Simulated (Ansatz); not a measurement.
# LiF (Griceite, Fm-3m): from the cell to its phonons, part 3 of 3

Wanted: phonon frequencies of LiF (Griceite, Fm-3m) and what follows from them.

Ansatz 0.2.0; DFT LDA, scalar-relativistic, plane waves, PAW.

So far, highest frequency on the path or at a solved wavevector (cm⁻¹): step 6 (the dispersion) 668. The relaxed cell has a = 3.909 Å (conventional setting).

## (7) Finite displacements in a supercell

Finite displacements in a 2×2×2 supercell give force constants from forces alone. They are exact at the wavevectors that the supercell holds, where they check the linear-response result.

Contents of input.yaml:

```yaml
crystal:
  lattice:
    - [0.0, 1.9544544205, 1.9544544205]
    - [1.9544544205, 0.0, 1.9544544205]
    - [1.9544544205, 1.9544544205, 0.0]
  atoms:
    - { symbol: Li, position: [0.0, 0.0, 0.0] }
    - { symbol: F, position: [0.5, 0.5, 0.5] }
kpoints:
  mp_grid: { grid: [12, 12, 12] }
hamiltonian:
  xc: lda
scf:
  occupations: { method: fixed }
output:
  eigenvalues: true
phonons:
  method: fd
  supercell: [2, 2, 2]
  temperatures: { t_max: 1000, t_step: 50 }
  qpath:
    path:
      - [[0.0, 0.0, 0.0], [0.5, 0.0, 0.5], [0.625, 0.25, 0.625]]
      - [[0.375, 0.375, 0.75], [0.0, 0.0, 0.0], [0.5, 0.5, 0.5], [0.5, 0.25, 0.75], [0.5, 0.0, 0.5]]
    npoints: 10
  non_analytic_term:
    high_frequency_dielectric_tensor: [[2.1182, 0.0, 0.0], [0.0, 2.1182, 0.0], [0.0, 0.0, 2.1182]]
    born_effective_charges:
      - { species: Li, tensor: [[1.0405, 0.0, 0.0], [0.0, 1.0405, 0.0], [0.0, 0.0, 1.0405]] }
      - { species: F, tensor: [[-1.0405, 0.0, 0.0], [0.0, -1.0405, 0.0], [0.0, 0.0, -1.0405]] }
    source: "zone-centre run at this cell"
```

Launch:

```
ansatz run input.yaml --threads 4 --pin off --max-ram 7168MiB --backend cpu --events-out ev --progress --plain --runs-dir out
```

Numbers of over 12 decimals in the logs are rounded to 6 here.

The log of the run:

```text
[...]
Crystal: 16 atoms, lattice volume = 119.453 Å³
Basis set: ecut = 420 eV, 2277 PW (Γ)
Bands: 56, of which v1, the nominal top of the filled ones, is band 40 counted from 1 (39 counted from 0)
Symmetry: 384 space group operations
k-points: 16 of 216
[...]
SCF iter   1: F=—  HF=-7989.575524 eV  |F-HF|=—  |Δ(HF+E_count)|=         —  Δρ=2.48e-7  dr2=5.11e-11  ethr=1.00e-12  ⟨swp⟩=3.0  Hψ=2218  notcnv=0
[...]
SCF iter   2: F=-7989.575524 eV  HF=-7989.575524 eV  |F-HF|=3.64e-12  |Δ(HF+E_count)|=  1.27e-11  Δρ=9.04e-8  dr2=3.56e-12  ethr=1.00e-12  ⟨swp⟩=3.0  Hψ=2237  notcnv=0
SCF 1 converged in 2 iterations: F = -7989.575524 eV  dr2 = 3.56e-12
[...]
Symmetry: 8 space group operations
k-points: 30 of 216 (time reversal used)
[...]
SCF iter   7: F=-7989.575510 eV  HF=-7989.575510 eV  |F-HF|=2.73e-12  |Δ(HF+E_count)|=  3.64e-12  Δρ=3.05e-8  dr2=8.90e-13  ethr=1.00e-12  ⟨swp⟩=4.0  Hψ=5111  notcnv=0
SCF 2 converged in 7 iterations: F = -7989.575510 eV  dr2 = 8.90e-13
[...]
SCF iter   6: F=-7989.575505 eV  HF=-7989.575505 eV  |F-HF|=2.73e-12  |Δ(HF+E_count)|=  3.00e-11  Δρ=5.14e-8  dr2=1.62e-12  ethr=1.00e-12  ⟨swp⟩=4.0  Hψ=6052  notcnv=0
SCF 3 converged in 6 iterations: F = -7989.575505 eV  dr2 = 1.62e-12
[...]
SCF converged after 2 iterations
Free energy (F): -7989.575524 eV
[...]
Internal energy: -7989.575524 eV  (E = F + TS)
E sigma→0 (E₀):  -7989.575524 eV
Fermi energy:    1.350763 eV
[...]
--- Band table (eV; the first three rows and the last of 16) ---
  k-point 0: bands = [... 36 lower, 1.0874, 1.3504, 1.3504, 1.3504, 11.0478, 12.2228, 12.2228, 12.2228, ... 12 higher]
  k-point 1: bands = [... 36 lower, 1.1032, 1.1214, 1.3310, 1.3310, 11.2468, 12.2763, 12.5580, 12.5580, ... 12 higher]
  k-point 2: bands = [... 36 lower, 1.1491, 1.1491, 1.2803, 1.2803, 11.7136, 12.3283, 13.4489, 13.4489, ... 12 higher]
  k-point 15: bands = [... 36 lower, 0.8950, 0.8950, 1.0907, 1.0907, 13.3269, 13.3269, 13.3909, 13.3909, ... 12 higher]
--- Phonons: 2 displaced members + reference (amplitude 0.0025 Å, Σ member SCF iterations 13) ---
  symmetry images taken by strict's conditions (phonons.symmetry_images: auto; settled by no image being taken that strict refuses); asymmetry of the core-correction force 7.5e-16 eV/Å at the most on a site, 5.1e-15 eV/Å summed over every site of the supercell
  ASR residual: 2.239e-4 → 0.000e0 eV/Å²; symmetrization residual: 2.893e-5 eV/Å²
  largest component of a force at the reference: 4.9e-28 eV/Å
  ASR residual per site (eV/Å²): 7.76e-6 2.24e-4
  Γ frequencies (cm⁻¹): 0.00 0.00 0.00 339.21 339.21 339.21
[...]
```

The job ended after 7.5 s (4 threads of Arm Neoverse V1, shared host; peak memory 0.53 GiB; 28 s of CPU time).

Numbers from this step:

```yaml
atoms_in_the_supercell: 16
sum_rule_residual_before_enforcement: 2.24e-4 eV/Å²
```

Interpolated from a 2×2×2 supercell, rough between the solved points, with the LO-TO term (at Γ the limit along the path; where Γ stands inside the path, tables give the limit on arrival). Phonon branches along the path, in cm⁻¹:

| point | branch 1 | branch 2 | branch 3 | branch 4 | branch 5 | branch 6 |
| --- | --- | --- | --- | --- | --- | --- |
| Γ | 0 | 0 | 0 | 339 | 339 | 668 |
| halfway | 184 | 184 | 281 | 370 | 370 | 586 |
| X | 253 | 253 | 376 | 376 | 376 | 482 |
| halfway | 251 | 276 | 370 | 370 | 396 | 474 |
| U | 247 | 317 | 350 | 350 | 448 | 456 |
| jump to K | 247 | 317 | 350 | 350 | 448 | 456 |
| halfway | 193 | 210 | 292 | 302 | 385 | 618 |
| Γ | 0 | 0 | 0 | 339 | 339 | 668 |
| halfway | 160 | 160 | 268 | 330 | 330 | 652 |
| L | 231 | 231 | 317 | 317 | 398 | 625 |
| halfway | 246 | 277 | 336 | 367 | 385 | 552 |
| W | 283 | 326 | 326 | 390 | 432 | 432 |
| halfway | 269 | 278 | 364 | 383 | 394 | 467 |
| X | 253 | 253 | 376 | 376 | 376 | 482 |

The phonon branches as a text plot (rows in cm⁻¹):

```
    654 |***                      ************
    626 |   ***                 **            *****
    599 |      *               *                   **
    571 |                    **                      *
    543 |       *                                     *
    515 |        ***        *                          *
    487 |           ****   *                            *      **
    459 |               ***                                 ***
    431 |                * **                            ***
    404 |              **    ***                ****   ** * **
    376 |    ************       **             *    ***  * ******
    348 |****    *       ******   *********   *     *****  ***
    320 |       *        ****  * ****      ***********   ***
    292 |      *        *    ****                      *******
    264 |            ***     **             *       *****   *****
    237 |    **  ****   ******** *              *******
    209 |       *              ** **       *  **
    181 |   *  *                **        *  *
    153 |    **                  *          *
    125 |  **                     ***    * *
     97 |                           *     *
     70 | **                         *  **
     42 | *                          *  *
     14 |*                            **
         Γ           X  U|K            Γ         L        W     X
```

Tetrahedra on a 28×28×28 mesh, mean over bins of 10 cm-1. Interpolated from a 2×2×2 supercell, rough between the solved points. The phonon density of states by wavenumber; read off at these points:

wavenumber (cm⁻¹), phonon density of states (1/cm⁻¹/cell) and a bar:
```
        5     0.0000 
       35     0.0001 
       65     0.0004 
       95     0.0010 #
      135     0.0023 ##
      165     0.0040 ###
      195     0.0072 #####
      225     0.0164 ############
      245     0.0281 ####################
      255     0.0227 ################
      285     0.0107 ########
      315     0.0244 ##################
      355     0.0413 ##############################
      385     0.0210 ###############
      415     0.0081 ######
      445     0.0012 #
      475     0.0050 ####
      505     0.0045 ###
      535     0.0048 ###
      575     0.0054 ####
      605     0.0059 ####
      615     0.0061 ####
      635     0.0044 ###
      665     0.0011 #
```

At Γ the two methods differ by at most 0.0 cm⁻¹.

## (8) What came out

* space group after relaxation (within 0.01 Å): Fm-3m
* volume per atom: 7.47 Å³
* gap on the k-mesh: 9.70 eV
* highest optical mode at the zone centre (no LO-TO term): 339 cm⁻¹
* top of the zone-centre spectrum with the field: 668 cm⁻¹
* lowest optical zone-centre mode: 339 cm⁻¹
* mean high-frequency dielectric constant: 2.12
* mean static dielectric constant: 8.22
* largest Born charge (third of the trace): 1.04 e
* lowest mode on the q mesh (acoustic modes at Γ apart): 154 cm⁻¹
* highest frequency on the path or at a solved wavevector: 668 cm⁻¹
* zero-point energy per atom: 64.6 meV
* heat capacity at 300 K: 19.7 J/(mol atoms K)
* vibrational entropy at 300 K: 16.5 J/(mol atoms K)
* Debye temperature (second moment): 679 K
* imaginary modes on the 4×4×4 q mesh: none

In words: The structure is a minimum as far as tested: no mode is imaginary at the 8 irreducible wavevectors of the 4×4×4 mesh, and the softest away from the acoustic zeros lies at 154 cm⁻¹. Without the field, the optical modes at Γ form one degenerate level at 339 cm⁻¹. The highest mode in this list at Γ, 339.2 cm⁻¹, is mostly motion of Li (73 % of the kinetic energy). With the macroscopic field of the longitudinal modes the top of the zone-centre spectrum lies at 668 cm⁻¹, against 339 cm⁻¹ without it. Lattice motion raises the mean dielectric constant from 2.118 to 8.219. The strongest infrared line is at 339 cm⁻¹. Finite displacements and linear response differ by 0.0 cm⁻¹ in the highest zone-centre mode. These are harmonic frequencies at zero temperature: anharmonic shifts, linewidths and thermal expansion are left out.

[Logs are printed without paths, hosts, clocks, repeated set-up lines and the standing remarks that a program may print on its own settings, such as how far it seeks lower states.]

[Hosts, paths, dates, database ids (printed as entryN), source tags and the programs' standing remarks are cut or masked in the printed files.]
